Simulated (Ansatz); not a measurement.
**LaBiS2O (P4/nmm): band gap by G0W0 on LDA**

How far does one-shot GW move the LDA gap of LaBiS2O (P4/nmm)?

Main program and level: Ansatz 0.2.0; LDA, then G0W0 on it, plane waves, PAW.

## 1. Starting point

Symmetry: P4/nmm, No. 129, tetragonal system. Conventional cell: a = 4.055 Å, b = 4.055 Å, c = 14.173 Å, α = 90.00°, β = 90.00°, γ = 90.00°. Nearest to La lie 4 O at 2.38 Å and 4 S at 3.21 Å. Nearest to Bi lie 5 S at 2.52 to 2.88 Å. Nearest to S lie 4 Bi at 2.88 Å. S has 1 Bi at 2.52 Å and 4 La at 3.21 Å nearest. Nearest to O lie 4 La at 2.38 Å. Farther neighbours and most contacts between anions are not listed.

The cell and positions are those that the Materials Project relaxed with its own functionals (PBE, PBE+U or r2SCAN), kept fixed. At the settings of the band run the largest force is still 0.35 eV/Å. Spin-orbit coupling is left out unless a step names it. The default PAW set here is soft_2. Its files were made with PBE.

## 2. Bands along the symmetry lines

Levels along a band path and on the mesh show where this functional puts the band edges.

This step: DFT, LDA, plane waves, PAW.

File input.yaml:

```yaml
crystal:
  lattice:
    - [4.055497, 0.0, 0.0]
    - [0.0, 4.055497, 0.0]
    - [0.0, 0.0, 14.173265]
  atoms:
    - { symbol: La, position: [0.5, 0.0, 0.587742] }
    - { symbol: La, position: [0.0, 0.5, 0.412258] }
    - { symbol: Bi, position: [0.0, 0.5, 0.867775] }
    - { symbol: Bi, position: [0.5, 0.0, 0.132225] }
    - { symbol: S, position: [0.5, 0.0, 0.89002] }
    - { symbol: S, position: [0.0, 0.5, 0.10998] }
    - { symbol: S, position: [0.0, 0.5, 0.690201] }
    - { symbol: S, position: [0.5, 0.0, 0.309799] }
    - { symbol: O, position: [0.0, 0.0, 0.5] }
    - { symbol: O, position: [0.5, 0.5, 0.5] }
kpoints:
  mp_grid: { grid: [6, 6, 2] }
  band_path:
    path:
      - [[0.0, 0.0, 0.0], [0.0, 0.5, 0.0], [0.5, 0.5, 0.0], [0.0, 0.0, 0.0], [0.0, 0.0, 0.5], [0.0, 0.5, 0.5], [0.5, 0.5, 0.5], [0.0, 0.0, 0.5]]
      - [[0.0, 0.5, 0.0], [0.0, 0.5, 0.5]]
      - [[0.5, 0.5, 0.0], [0.5, 0.5, 0.5]]
    npoints: 10
hamiltonian:
  xc: lda
scf:
  occupations: { method: fermi_dirac, width: 0.02 }
  n_extra_bands: 7
output:
  eigenvalues: true
  forces: true
  stress: true
  write_density: true
  write_potential: true
  elf: true
  volumetric_format: npy
```

Launch:

```console
$ ansatz run input.yaml --threads 3 --pin off --max-ram 92160MiB --backend cuda --events-out ev --progress --plain --runs-dir out --devices 1 --max-vram 13GiB
```

Numbers of over 12 decimals in the logs are rounded to 6 here.

The program printed:

```text
scf.n_extra_bands = 7 over 44 filled bands (N_el = 88.0): the run solves 51 bands
GPUs: using 1 of 1 available (devices: 1).
Engine: ansatz 0.2.0, x86_64-unknown-linux-gnu
Pseudopotentials: kind: paw
Pseudopotential: La, paw, valence charge 11, recommended cutoff 420 eV (normal), La.paw.azcp
Pseudopotential: Bi, paw, valence charge 15, recommended cutoff 420 eV (normal), Bi.paw.azcp
Pseudopotential: S, paw, valence charge 6, recommended cutoff 420 eV (normal), S.paw.azcp
Pseudopotential: O, paw, valence charge 6, recommended cutoff 420 eV (normal), O.paw.azcp
Functional definition: SPW92
  exchange = slater_x
  correlation = pw_c
device memory: the entry about to start is reckoned to put 3.2 GiB on a device that reports 42.8 GiB free (of which the cap on the GPU budget leaves the run 13.0 GiB)
GPU FFT provider: cuFFT
GPU libraries: cuBLAS 13.8.2, cuFFT 12.4.0, cuSOLVER 12.3.4
Crystal: 10 atoms, lattice volume = 233.108 Å³
Basis set: ecut = 420 eV, 4575 PW (Γ)
Bands: 51, of which v1, the nominal top of the filled ones, is band 44 counted from 1 (43 counted from 0)
Symmetry: 16 space group operations
Space group: P4/nmm (ITA 129), of the structure as read, at distance tolerance 6.2e-5 Å
k-points: 20 of 72
Non-local potential: La, projectors of the file, l = 0: 3, l = 1: 2, l = 2: 2, l = 3: 3
Non-local potential: Bi, projectors of the file, l = 0: 2, l = 1: 2, l = 2: 2, l = 3: 2
Non-local potential: S, projectors of the file, l = 0: 2, l = 1: 2, l = 2: 2
Non-local potential: O, projectors of the file, l = 0: 2, l = 1: 2, l = 2: 1
PAW form: soft (Blöchl's): semilocal exchange-correlation on the pseudo side does not see the compensation charge
PAW frozen core: La, regenerated for the run's functional, and the local potential with it (the file was generated under x = pbe(κ = 0.804, μ = 0.219515), c = pbe(β = 0.066725))
PAW frozen core: Bi, regenerated for the run's functional, and the local potential with it (the file was generated under x = pbe(κ = 0.804, μ = 0.219515), c = pbe(β = 0.066725))
PAW frozen core: S, regenerated for the run's functional, and the local potential with it (the file was generated under x = pbe(κ = 0.804, μ = 0.219515), c = pbe(β = 0.066725))
PAW frozen core: O, regenerated for the run's functional, and the local potential with it (the file was generated under x = pbe(κ = 0.804, μ = 0.219515), c = pbe(β = 0.066725))
PAW one-centre angular grid: La, 590 points (default); XC on 64 Gauss nodes
PAW one-centre angular grid: Bi, 590 points (default); XC on 64 Gauss nodes
PAW one-centre angular grid: S, 110 points (default); XC on 64 Gauss nodes
PAW one-centre angular grid: O, 110 points (default); XC on 64 Gauss nodes
Initial density: superposition of atomic densities (neutral atoms: chi_scale 0, normalization atom), corrected by the library's trained network
Initial wavefunctions: pseudopotential atomic-orbital guess
GPU buffer pool allocated for 86400 grid points (all kernels)
GPU transforms: local potential and band sums: pruned to the plane-wave sphere, on 27×27×96
Functional: x = slater, c = lda
SCF iter   1: F=—  HF=-40925.444373 eV  |F-HF|=—  |Δ(HF+E_count)|=         —  Δρ=9.46e-3  dr2=2.82e-1  ethr=1.77e-3  ⟨swp⟩=10.4  Hψ=4977  notcnv=0
preconditioner: auto → Resta (q_TF=auto, 2.319 Å⁻¹)  ε∞=4.9  [insulator: Δε(μ)=0.642 eV  Ē_g=9.910 eV  σ=0.020 eV  W_gap=1.00  n_scr=50 (ndim 8)  ℏωp=19.5 eV  f_vac=0.003  D(μ)=0.00/eV (n_scr^D=0)  ε∞_Penn≈4.9]
SCF iter   2: F=—  HF=-40925.398692 eV  |F-HF|=—  |Δ(HF+E_count)|=   4.57e-2  Δρ=4.64e-3  dr2=4.82e-2  ethr=3.21e-4  ⟨swp⟩=4.8  Hψ=2160  notcnv=0
SCF iter   3: F=—  HF=-40925.390252 eV  |F-HF|=—  |Δ(HF+E_count)|=   8.44e-3  Δρ=1.89e-3  dr2=7.21e-3  ethr=5.48e-5  ⟨swp⟩=4.6  Hψ=2178  notcnv=0  defer=1
SCF iter   4: F=—  HF=-40925.388779 eV  |F-HF|=—  |Δ(HF+E_count)|=   1.47e-3  Δρ=5.95e-4  dr2=1.06e-3  ethr=8.20e-6  ⟨swp⟩=4.6  Hψ=1837  notcnv=0  defer=1
SCF iter   5: F=—  HF=-40925.388597 eV  |F-HF|=—  |Δ(HF+E_count)|=   1.82e-4  Δρ=1.64e-4  dr2=9.28e-5  ethr=1.20e-6  ⟨swp⟩=2.0  Hψ=1356  notcnv=0
SCF iter   6: F=—  HF=-40925.388850 eV  |F-HF|=—  |Δ(HF+E_count)|=   2.53e-4  Δρ=4.84e-5  dr2=5.80e-6  ethr=1.05e-7  ⟨swp⟩=2.0  Hψ=1323  notcnv=0
SCF iter   7: F=—  HF=-40925.388851 eV  |F-HF|=—  |Δ(HF+E_count)|=   1.58e-6  Δρ=8.70e-6  dr2=2.89e-7  ethr=6.59e-9  ⟨swp⟩=2.0  Hψ=1826  notcnv=0
SCF iter   8: F=-40925.388851 eV  HF=-40925.388851 eV  |F-HF|=1.04e-8  |Δ(HF+E_count)|=   4.59e-8  Δρ=2.30e-6  dr2=2.40e-8  ethr=1.14e-10  ⟨swp⟩=16.1  Hψ=9262  notcnv=0
SCF 1 converged in 8 iterations: F = -40925.388851 eV  dr2 = 2.40e-8
  greatest PAW one-centre occupation: 0.990 electrons in one spin orbital (limit 2), on the Bi atom at site 3 (counted from 0), in its partial waves of l = 2
device memory: the entry about to start is reckoned to put 3.4 GiB on a device that reports 42.8 GiB free (of which the cap on the GPU budget leaves the run 13.0 GiB)
NSCF: frozen V_eff on 93 k-points
SCF converged after 8 iterations
Free energy (F): -40925.388851 eV
Harris-Foulkes:  -40925.388851 eV  (|F-HF|=1.04e-8)
Internal energy: -40925.388851 eV  (E = F + TS)
E sigma→0 (E₀):  -40925.388851 eV
Fermi energy:    7.821822 eV
--- Per-component energies (eV) ---
  E_band       = -348.795391
  E_kinetic    = 1760.426556
  E_local      = -5673.885102  (includes V_loc(G=0)·N_el)
  E_nonlocal   = 1549.741134
  E_hartree    = 1973.381440
  E_xc         = -1108.220175
  E_vxc        = -1121.895542  (∫ρ·V_xc dr)
  E_paw        = -33763.847782  (= ΣΔE_a)
  E_vpaw       = -809.957206  (= ΣTr[D̂ρ^β])
  E_aug_tail   = 0.003897  (compensation charges beyond the density's cutoff)
  E_ewald      = -5664.431115
  E_core_change = 1.442296  (= ΣΔE_core)
  E_smearing   = -0.000000  (= −TS)
  E_closure    = 0.000000  (closes the sum)
  Σ components = -40925.388851   (vs F -40925.388851, Δ=0.00e0)
--- Forces (eV/Å), atoms counted from 1 ---
  atom   1  La     0.00000000     0.00000000    -0.35162551
  atom   2  La     0.00000000     0.00000000     0.35162551
  atom   3  Bi     0.00000000     0.00000000    -0.17354463
  atom   4  Bi     0.00000000     0.00000000     0.17354463
  atom   5  S      0.00000000     0.00000000     0.07165176
  atom   6  S      0.00000000     0.00000000    -0.07165176
  atom   7  S      0.00000000     0.00000000     0.04921421
  atom   8  S      0.00000000     0.00000000    -0.04921421
  atom   9  O      0.00000000    -0.00000000    -0.00000000
  atom  10  O      0.00000000    -0.00000000     0.00000000
  max |Σ_I F_I| component: 2.78e-17 eV/Å
--- Stress (GPa, compression-positive) ---
       -5.103185       0.000000       0.000000
        0.000000      -5.103185       0.000000
        0.000000       0.000000      -4.470190
  P = ⅓ Tr σ = -4.8922 GPa (-48.922 kbar)
--- Band table (eV; the first three rows and the last of 20) ---
  k-point 0: bands = [... 40 lower, 7.0496, 7.0496, 7.4056, 7.4056, 10.7678, 11.0431, 11.0846, 11.2398, ... 3 higher]
  k-point 1: bands = [... 40 lower, 7.0666, 7.0749, 7.3941, 7.3941, 10.7765, 10.8709, 10.9288, 11.2211, ... 3 higher]
  k-point 2: bands = [... 40 lower, 6.9440, 6.9514, 7.1886, 7.3198, 10.5225, 10.9062, 11.0283, 11.0610, ... 3 higher]
  k-point 19: bands = [... 40 lower, 6.2513, 6.2513, 6.5519, 6.5519, 10.9823, 10.9823, 11.6099, 11.6099, ... 3 higher]
```

It took 6.4 s on 1 × NVIDIA H100 80GB HBM3 (shared by 6 runs) with 3 threads of AMD EPYC 7R13 (Zen 3), shared host; peak memory 1.1 GiB; 9.3 s of CPU time.

Numbers from this step:

```
pressure             : -4.892 GPa
filled bands         : 44
gap                  : 0.8266 eV
valence top at       : Γ
conduction bottom at : X
least direct gap     : 0.8286 eV
```

Over mesh and path the gap is 0.827 eV, from k = Γ to k = (0.000, 0.500, 0.000). The least direct gap found is 0.829 eV, at k = (0.000, 0.500, 0.000). The pressure in this cell is -5 GPa; the cell is kept.

The electronic bands at the labelled points (eV, zero at the top of the highest nominally filled band):

```csv
point,band 41,band 42,band 43,band 44,band 45,band 46,band 47,band 48
Γ,-0.36,-0.36,0.00,0.00,3.36,3.64,3.68,3.83
halfway,-0.54,-0.50,-0.30,-0.20,2.39,2.87,2.87,3.13
X,-0.66,-0.66,0.00,0.00,0.83,0.83,1.45,1.45
halfway,-0.98,-0.98,-0.69,-0.69,3.05,3.05,3.45,3.45
M,-1.15,-1.15,-0.76,-0.76,3.61,3.61,4.17,4.17
halfway,-0.83,-0.52,-0.44,-0.25,1.62,1.78,3.34,3.60
Γ,-0.36,-0.36,0.00,0.00,3.36,3.64,3.68,3.83
halfway,-0.35,-0.35,-0.01,-0.01,3.37,3.54,3.61,3.82
Z,-0.34,-0.33,-0.01,-0.01,3.37,3.47,3.52,3.82
halfway,-0.53,-0.53,-0.48,-0.20,2.49,2.84,2.84,3.16
R,-0.68,-0.68,-0.01,-0.01,0.83,0.83,1.45,1.45
halfway,-0.92,-0.92,-0.63,-0.63,2.96,2.96,3.48,3.48
A,-1.15,-1.15,-0.85,-0.85,3.58,3.58,4.20,4.20
halfway,-0.70,-0.54,-0.49,-0.43,1.61,1.82,3.42,3.44
Z,-0.34,-0.33,-0.01,-0.01,3.37,3.47,3.52,3.82
jump to X,-0.66,-0.66,0.00,0.00,0.83,0.83,1.45,1.45
halfway,-0.67,-0.67,-0.01,-0.01,0.83,0.83,1.45,1.45
R,-0.68,-0.68,-0.01,-0.01,0.83,0.83,1.45,1.45
jump to M,-1.15,-1.15,-0.76,-0.76,3.61,3.61,4.17,4.17
halfway,-1.15,-1.15,-0.81,-0.81,3.59,3.59,4.18,4.18
A,-1.15,-1.15,-0.85,-0.85,3.58,3.58,4.20,4.20
```

ELF in the ac plane at fractional y = 0.000, with atoms of La and Bi and S and O within 0.2 Å of it. It is the smooth field of the valence electrons, not physical close to the nuclei.

Ten even steps from '_' (0.01) to '@' (0.87), each cell a mean:
```
____..--**##%%@@%%##++::____
____--##@@@@@@%%@@@@%%**::__
__..==##@@##::__==%%@@##--..
__..--**@@@@@@%%@@@@%%**::__
____..--**##%%@@%%##==::____
__________..::::::..________
____________________________
________..--==++==::________
______--%%@@%%%%@@@@**::____
......++@@%%::__==%%%%==__..
%%##==--##%%**++##%%**--++##
++%%%%++::==####**--::**@@##
##%%%%**::__________--##@@%%
**++==::____......__..::==**
____..::++**######**==::____
__..++%%@@@@##**%%@@@@##--..
__::##@@@@%%::__==@@@@@@++..
__..==##%%%%%%##%%%%%%**--__
____..::==++++++++++--::____
____..::====------==--::..__
____::--==--..::..--==--..__
____::--++==::::--====--..__
______::====++++++==--..____
________....::::::..________
```
Columns run along a (4.1 Å), rows up along c (14.2 Å). Atoms in or near the plane, at fractional coordinates: La at (0.50, 0.59), Bi at (0.50, 0.13), S at (0.50, 0.89), S at (0.50, 0.31), O at (0.00, 0.50).

Electrostatic potential energy in the ac plane at fractional y = 0.000, with atoms of La and Bi and S and O within 0.2 Å of it. With pseudopotentials it is smooth inside the atoms' cores, unlike the true potential.

Values in eV, 24 rows by 14 columns, each cell a mean:
```
 12  12  12  12  11  10   9   8   9  10  12  12  12  12
 12  12  11  10   2 -11 -22 -23 -19  -7   6  10  11  12
 11  11  10   7  -9 -29 -25 -20 -29 -25   0   8  11  11
 11  11  11  10   3  -9 -20 -22 -17  -5   7  10  11  11
 12  12  12  12  12  11   9   9  10  11  12  12  12  12
 13  13  13  13  13  13  12  12  13  13  13  13  13  13
 13  13  13  12  11  11  10  10  11  11  12  12  13  13
 12  12  11  10   7   5   2   1   3   5   8  10  12  12
 11  11   8   4  -7 -19 -29 -30 -26 -16  -2   5   9  11
 11  10   6  -2 -25 -37 -20  -9 -29 -36 -15   0   8  11
  1   4   7   1 -16 -31 -32 -28 -34 -29  -8   3   7   3
-39 -30  -4   7   4  -2  -9 -10  -6   0   6   7 -15 -34
-28 -19   3  11  11  10   9   9   9  10  11  11  -6 -22
  9  11  12  12  12  12  12  12  12  12  12  12  12  10
 11  11  12  12  11   9   6   6   7  10  11  12  12  11
 12  12  12  10   2 -12 -23 -24 -21  -8   7  11  12  12
 13  13  12   9  -7 -27 -25 -21 -28 -23   2  10  12  13
 13  13  12  11   4  -7 -19 -20 -15  -4   8  11  13  13
 12  12  11  10   7   5   1   0   2   5   9  11  12  12
 11  11   8   4  -7 -22 -33 -36 -30 -18  -1   6  10  11
 11  10   6  -1 -27 -44 -45 -45 -45 -44 -14   1   8  10
 11  10   7   2 -14 -33 -43 -44 -41 -29  -6   4   9  11
 12  12  10   9   5   1  -4  -5  -2   2   7   9  11  12
 12  12  12  12  11  11  10  10  10  11  11  12  12  12
```
Columns run along a (4.1 Å; values clipped at the 3rd and 97th percentile), rows up along c (14.2 Å). Atoms in or near the plane, at fractional coordinates: La at (0.50, 0.59), Bi at (0.50, 0.13), S at (0.50, 0.89), S at (0.50, 0.31), O at (0.00, 0.50).

(Continued in part 2 of 2.)

[Paths, hosts, dates, memory and timing lines, banners, echoed tables and standing remarks are left out of the program output.]

[Logs are printed without paths, hosts, clocks, repeated set-up lines and the standing remarks that a program may print on its own settings, such as how far it seeks lower states.]

[Runs of the session that timed out or met a known fault of the program may be left out.]

[Cells called generated may have been cut or substituted from an entry of the Crystallography Open Database or the Materials Project.]

[Hosts, paths, dates, database ids (printed as entryN), source tags and the programs' standing remarks are cut or masked in the printed files.]

[Where an RPA ε∞ is given, it is that of the G0W0 mesh and is not shown converged in it. Names of k-points follow the symmetry that the program found, which can be lower than the space group named. Band edges on a path are those of the sampled points; other points can move an edge, and change direct to indirect where valleys lie close.]

[Hybrid gaps are those of their k-mesh and are not shown converged in it.]
